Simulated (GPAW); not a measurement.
Consider N on a B site in SiB6.

```
Si N B
1.0
     4.13000    4.13000    4.13000
    -4.13000    4.13000   -4.13000
    -4.13000   -4.13000    4.13000
Si N B
4 1 23
Direct
  0.95336 0.00000 0.87131
  0.95367 0.58236 0.45364
  0.37131 0.00000 0.45331
  0.37131 0.41764 0.87128
  0.65549 0.00000 0.15551
  0.67554 0.50000 0.67555
  0.15908 0.00000 0.65908
  0.17554 0.50000 0.17555
  0.37094 0.00000 0.87096
  0.37392 0.50000 0.37393
  0.84296 0.00000 0.34298
  0.87391 0.50000 0.87393
  0.66739 0.14938 0.01803
  0.66874 0.64866 0.52009
  0.14335 0.15125 0.49208
  0.17541 0.65005 0.02540
  0.51801 0.85062 0.86865
  0.52537 0.34995 0.37535
  0.99211 0.84875 0.34084
  0.02009 0.35134 0.87143
  0.36863 0.85062 0.01803
  0.37141 0.35134 0.52009
  0.84082 0.84875 0.49212
  0.87533 0.34995 0.02539
  0.51800 0.14938 0.16740
  0.52538 0.65005 0.67543
  0.99208 0.15125 0.64337
  0.02007 0.64866 0.16875
```

Absorber: atom 5, with 1 B at 1.55 Å and 4 B at 1.68 Å (5-fold; the defect atom itself). Method: GPAW, PBE, excited-electron core hole (neutral cell), 28-atom cell with 7.2 Å between holes, 4×4×4 k points, dipole transitions, Gaussian full width 0.9 eV up to 4 eV, rising linearly to 3.5 eV at 25 eV.

Question: What does the N K edge look like?

Main maxima up to 22 eV above the zero (height): 2.1 eV (1.38), 3.7 eV (1.79), 5.1 eV (1.87), 7.3 eV (1.51) and 21.0 eV (0.44). A K edge sees empty p states on the absorber. The total-energy difference is 408.38 eV. One term is added: -7.82 eV, since the hole is spin-paired here and a spin-polarised one costs that much less in the free atom (computed apart). The photon energy is then 400.56 eV. The functional leaves an error of a few eV in such absolute values.

The N K spectrum (energy from the lowest empty level; intensity scaled to a mean of 1 over the first 20 eV):

```csv
E (eV),isotropic,ε ∥ x,ε ∥ z
-2.0,0.00,0.00,0.00
-1.5,0.00,0.00,0.00
-1.0,0.00,0.00,0.00
-0.5,0.07,0.09,0.01
0.0,0.39,0.55,0.06
0.5,0.82,1.18,0.11
1.0,1.05,1.46,0.24
1.5,1.16,1.55,0.38
2.0,1.37,1.83,0.46
2.5,1.22,1.53,0.61
3.0,1.30,1.25,1.40
3.5,1.73,1.56,2.07
4.0,1.74,1.78,1.67
4.5,1.75,1.62,2.01
5.0,1.87,1.25,3.09
5.5,1.72,0.92,3.31
6.0,1.26,0.86,2.05
6.5,1.17,1.14,1.24
7.0,1.44,1.40,1.52
7.5,1.49,1.28,1.92
8.0,1.35,1.03,1.97
8.5,1.24,0.96,1.80
9.0,1.21,1.00,1.64
9.5,1.21,1.02,1.60
10.0,1.20,1.01,1.59
10.5,1.16,1.01,1.46
11.0,1.08,1.02,1.20
11.5,0.98,1.01,0.93
12.0,0.89,0.94,0.78
12.5,0.80,0.83,0.75
13.0,0.75,0.73,0.79
13.5,0.72,0.65,0.85
14.0,0.69,0.60,0.85
14.5,0.65,0.57,0.81
15.0,0.61,0.53,0.76
15.5,0.56,0.47,0.74
16.0,0.51,0.39,0.77
16.5,0.47,0.30,0.80
17.0,0.42,0.23,0.81
17.5,0.38,0.19,0.77
18.0,0.36,0.18,0.70
18.5,0.35,0.21,0.64
19.0,0.36,0.24,0.61
19.5,0.39,0.28,0.60
20.0,0.42,0.33,0.60
20.5,0.43,0.36,0.58
21.0,0.44,0.39,0.54
21.5,0.44,0.41,0.49
22.0,0.42,0.42,0.44
22.5,0.41,0.42,0.40
23.0,0.40,0.42,0.37
```

The cell shows no gap over 0.35 eV; the host's own band filling, the defect's levels or the functional may be the cause. In so small a cell the defects form an ordered array, and no site is far from one. The mesh is coarse (0.27 Å⁻¹ between points), so small maxima may be mesh ripples.

[Banner, clock and machine lines of the logs are left out without a mark of their own.]

[Logs are printed without paths, hosts, clocks, repeated set-up lines and the standing remarks that a program may print on its own settings, such as how far it seeks lower states.]

[Hosts, paths, dates, database ids (printed as entryN), source tags and the programs' standing remarks are cut or masked in the printed files.]

[Lists of maxima count a maximum above −3 eV only where it reaches 4 % of the highest in the window and stands out from its surroundings by 2 % of it (1.5 % where it reaches 55 %); shoulders and weaker maxima are passed over, and of the rest the first, up to two pre-edge ones and the few strongest are named.]
